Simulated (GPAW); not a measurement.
# A 8-layer slab of Ag(100) in an electric field, part 2 of 2

Aim: the dipole that a field along the normal induces in a 8-layer slab of Ag(100).

GPAW 26.7.0; GPAW, PAW setups; slab in vacuum, relaxation (the session's first sound run).

So far, upper work function (eV): step 2 (relaxation) 4.32; step 3 (the slab's potential) 4.31.

## (6) Field on

Input file run.py:

```python
import json
import numpy as np
from ase import Atoms
from gpaw import GPAW, PW
from gpaw.external import ConstantElectricField

slab = Atoms(
    ['Ag', 'Ag', 'Ag', 'Ag', 'Ag', 'Ag', 'Ag', 'Ag'],
    positions=[
        [1.44603, 1.44603, 8.00000],
        [0.00000, 0.00000, 10.04500],
        [1.44603, 1.44603, 12.09000],
        [0.00000, 0.00000, 14.13500],
        [1.44603, 1.44603, 16.25900],
        [-0.00000, -0.00000, 18.38501],
        [1.44603, 1.44603, 20.51430],
        [-0.00000, -0.00000, 22.59345]],
    cell=[[2.89207, 0.0, 0.0], [0.0, 2.89207, 0.0], [0.0, 0.0, 30.315]],
    pbc=[True, True, False])

slab.calc = GPAW(mode=PW(400), xc='PBE', kpts={'size': (11, 11, 1), 'gamma': True},
                 occupations={'name': 'fermi-dirac', 'width': 0.1}, nbands='160%',
                 convergence={'density': 1e-05}, maxiter=200,
                 poissonsolver={'dipolelayer': 'xy'},
                 external=ConstantElectricField(-0.05, [0, 0, 1]),
                 symmetry={'tolerance': 1e-3}, txt='slab.txt')
result = {}
energy = slab.get_potential_energy()
fermi = slab.calc.get_fermi_level()
v = slab.calc.get_electrostatic_potential().mean((0, 1)) - fermi
n = slab.calc.get_pseudo_density().mean((0, 1))
L = slab.cell[2, 2]
z = np.arange(len(v)) * L / len(v)
low, high = slab.positions[:, 2].min(), slab.positions[:, 2].max()
below, above = np.interp([low - 5.8, high + 5.8], z, v)
slopes = [np.interp(x, z, np.gradient(v, z)) for x in (low - 5.8, high + 5.8)]
eps = np.array([[slab.calc.get_eigenvalues(k, s) for k in range(len(slab.calc.get_ibz_k_points()))]
                for s in range(slab.calc.get_number_of_spins())]) - fermi
top, bottom = eps[eps < 0].max(), eps[eps > 0].min()
dipole = slab.get_dipole_moment()[2]
print(f'energy {energy:.4f} eV, Fermi level {fermi:.4f} eV, dipole {dipole:.5f} e A')
print(f'potential 5.8 A off the faces, from the Fermi level: lower {below:.4f} eV, upper {above:.4f} eV')
print(f'slope of the potential there: lower {slopes[0]:.5f}, upper {slopes[1]:.5f} eV/A')
print(f'nearest levels on the mesh: {top:.4f} and {bottom:.4f} eV')
print('magnetic moment', round(slab.get_magnetic_moment(), 3))
result.update(energy=energy, fermi=fermi, dipole=dipole, below=below, above=above, slopes=slopes, edges=[top, bottom],
              z=z.tolist(), v=v.tolist(), n=n.tolist(), positions=slab.positions.tolist(),
              forces=slab.get_forces(apply_constraint=False).tolist(), moments=slab.get_magnetic_moments().tolist())
json.dump(result, open('result.json', 'w'))
```

Command:

```bash
$ OMP_NUM_THREADS=1 OPENBLAS_NUM_THREADS=1 python run.py
```

Output:

```text
energy -21.7701 eV, Fermi level 2.4838 eV, dipole -0.04110 e A
potential 5.8 A off the faces, from the Fermi level: lower 3.8784 eV, upper 4.7676 eV
slope of the potential there: lower -0.00011, upper -0.00004 eV/A
nearest levels on the mesh: -0.0514 and 0.0239 eV
magnetic moment 0.0
```

It took 33 min on 1 thread of Arm Neoverse V2, shared host; peak memory 0.81 GiB.

## (7) In a field

Edit run.py of step 6 so:

```diff
@@ -24,3 +24,3 @@
                  poissonsolver={'dipolelayer': 'xy'},
-                 external=ConstantElectricField(-0.05, [0, 0, 1]),
+                 external=ConstantElectricField(0.05, [0, 0, 1]),
                  symmetry={'tolerance': 1e-3}, txt='slab.txt')
```

Output:

```text
energy -21.7701 eV, Fermi level 2.4895 eV, dipole 0.04092 e A
potential 5.8 A off the faces, from the Fermi level: lower 4.7519 eV, upper 3.8666 eV
slope of the potential there: lower -0.00010, upper 0.00006 eV/A
nearest levels on the mesh: -0.0514 and 0.0239 eV
magnetic moment 0.0
```

Run time: 21 min. Hardware: 1 thread; peak memory 0.82 GiB.

## (8) In a field

Edit run.py of step 7 so:

```diff
@@ -24,3 +24,3 @@
                  poissonsolver={'dipolelayer': 'xy'},
-                 external=ConstantElectricField(0.05, [0, 0, 1]),
+                 external=ConstantElectricField(0.1, [0, 0, 1]),
                  symmetry={'tolerance': 1e-3}, txt='slab.txt')
```

Output:

```text
energy -21.7732 eV, Fermi level 2.4920 eV, dipole 0.08195 e A
potential 5.8 A off the faces, from the Fermi level: lower 5.1900 eV, upper 3.4170 eV
slope of the potential there: lower -0.00020, upper 0.00011 eV/A
nearest levels on the mesh: -0.0514 and 0.0240 eV
magnetic moment 0.0
```

Wall time 26 min (1 thread); peak memory 0.81 GiB.

The electrostatic potential energy of an electron (without an applied field's), less the Fermi level, planar mean oscillates, so the rows of the table below give means over windows of 2.06 Å about each position, cut where the curve ends. Its maxima inside the range that stand out by 2 % of the span (Å: eV): 0.6: 5.19, 9.0: -0.168, 11.0: -0.459, 13.1: -0.658, 15.2: -0.299, 17.3: -0.440, 19.5: -0.651, 21.5: -1.11. Its minima: 8.0: -16.6, 10.1: -17.1, 12.1: -17.2, 14.2: -17.3, 16.2: -17.6, 18.4: -17.8, 20.5: -17.9, 22.6: -18.0.

Table of electrostatic potential energy of an electron (without an applied field's), less the Fermi level, planar mean by z; means over each step:

z (Å), electrostatic potential energy of an electron (without an applied field's), less the Fermi level, planar mean (eV) and a bar from the least value:
```
     1.03        5.1 ##############################
     3.09        5.2 ##############################
     5.15        5.1 ##############################
     7.21       -3.6 ###########
     9.27       -7.7 ##
    11.33       -7.9 #
    13.39       -8.1 #
    15.45       -7.6 ##
    17.51       -7.8 ##
    19.57       -7.9 #
    21.63       -8.5 
    23.69       -2.2 ##############
    25.75        3.4 ##########################
    27.81        3.4 ##########################
    29.87        3.5 ##########################
```

The dipole is now 0.0820 e Å, against 2.6e-4 in the run without a field.

## (9) Field on

Edit run.py of step 8 so:

```diff
@@ -24,3 +24,3 @@
                  poissonsolver={'dipolelayer': 'xy'},
-                 external=ConstantElectricField(0.1, [0, 0, 1]),
+                 external=ConstantElectricField(0.2, [0, 0, 1]),
                  symmetry={'tolerance': 1e-3}, txt='slab.txt')
```

Output:

```text
energy -21.7855 eV, Fermi level 2.4960 eV, dipole 0.16396 e A
potential 5.8 A off the faces, from the Fermi level: lower 6.0674 eV, upper 2.5203 eV
slope of the potential there: lower -0.00018, upper 0.00007 eV/A
nearest levels on the mesh: -0.0512 and 0.0241 eV
magnetic moment 0.0
```

It took 25 min on 1 thread; peak memory 0.81 GiB.

The electrostatic potential energy of an electron (without an applied field's), less the Fermi level, planar mean oscillates, so the rows of the table below give means over windows of 2.06 Å about each position, cut where the curve ends. Its maxima inside the range that stand out by 2 % of the span (Å: eV): 0.6: 6.07, 9.0: 0.447, 11.0: -0.0479, 13.1: -0.453, 15.2: -0.299, 17.3: -0.657, 19.5: -1.08, 21.5: -1.75. Its minima: 8.0: -15.9, 10.1: -16.6, 12.1: -16.9, 14.2: -17.2, 16.2: -17.7, 18.4: -18.1, 20.5: -18.4, 22.6: -18.7.

Table of electrostatic potential energy of an electron (without an applied field's), less the Fermi level, planar mean by z; means over each step:

```
z (Å)  electrostatic potential energy of an electron (without an applied field's), less the Fermi level, planar mean (eV)
 1.03                                                                                                                5.91
 3.09                                                                                                                6.07
 5.15                                                                                                                5.98
 7.21                                                                                                               -2.86
 9.27                                                                                                               -7.08
11.33                                                                                                               -7.56
13.39                                                                                                               -7.96
15.45                                                                                                               -7.67
17.51                                                                                                               -8.00
19.57                                                                                                               -8.34
21.63                                                                                                               -9.14
23.69                                                                                                               -3.07
25.75                                                                                                                2.49
27.81                                                                                                                2.52
29.87                                                                                                                2.65
```

The dipole is now 0.164 e Å, against 2.6e-4 in the run without a field.

## (10) In a field

Edit run.py of step 9 so:

```diff
@@ -24,3 +24,3 @@
                  poissonsolver={'dipolelayer': 'xy'},
-                 external=ConstantElectricField(0.2, [0, 0, 1]),
+                 external=ConstantElectricField(0.3, [0, 0, 1]),
                  symmetry={'tolerance': 1e-3}, txt='slab.txt')
```

Output:

```text
energy -21.8060 eV, Fermi level 2.4985 eV, dipole 0.24596 e A
potential 5.8 A off the faces, from the Fermi level: lower 6.9491 eV, upper 1.6281 eV
slope of the potential there: lower -0.00033, upper 0.00014 eV/A
nearest levels on the mesh: -0.0510 and 0.0242 eV
magnetic moment 0.0
```

It took 25 min on 1 thread; peak memory 0.81 GiB.

The dipole is now 0.246 e Å, against 2.6e-4 in the run without a field.

## (11) The series

The members are put on one axis.

This step: induced dipole against applied field (GPAW 26.7.0).

Dipole along the normal against field:

```csv
field (V/Å),dipole along the normal (e·Å)
-0.200,-0.164
-0.100,-0.0820
-0.050,-0.0411
0.000,2.6e-4
0.050,0.0409
0.100,0.0820
0.200,0.164
0.300,0.246
```

## (12) Outcome

- work function, upper and lower face: 4.313 and 4.318 eV
- dipole along the normal: 2.6e-4 e Å
- induced dipole per field: 0.820 e Å per V/Å
- out-of-plane polarisability per area, α/(ε0 A): 17.7 Å

**Reading.** The field induces 0.820 e Å per V/Å, a polarisable thickness α/(ε0 A) of 17.7 Å beside 14.6 Å between the outermost nuclei. A perfect conductor would give the distance between its two image planes; a dielectric of thickness t gives t(1 - 1/ε). The measured value for this face is 4.36 eV (as compiled in "Anisotropic work function of elemental crystals", 2019, arxiv:1902.07811); the relaxed upper face lies 0.047 eV under it with PBE. Measured work functions scatter by a tenth of an eV or more between methods. The induced dipole is linear in the field over this range. The small printed dipole stands for a step of -5.6 meV from the lower to the upper face, and the probes find -5.1 meV; values this small are near the numerical noise of both. The in-plane lattice was kept as typed, which isn't the functional's own and leaves some strain; spin-orbit coupling and temperature are left out.

[Logs are printed without paths, hosts, clocks, repeated set-up lines and the standing remarks that a program may print on its own settings, such as how far it seeks lower states.]

[Hosts, paths, dates, database ids (printed as entryN), source tags and the programs' standing remarks are cut or masked in the printed files.]
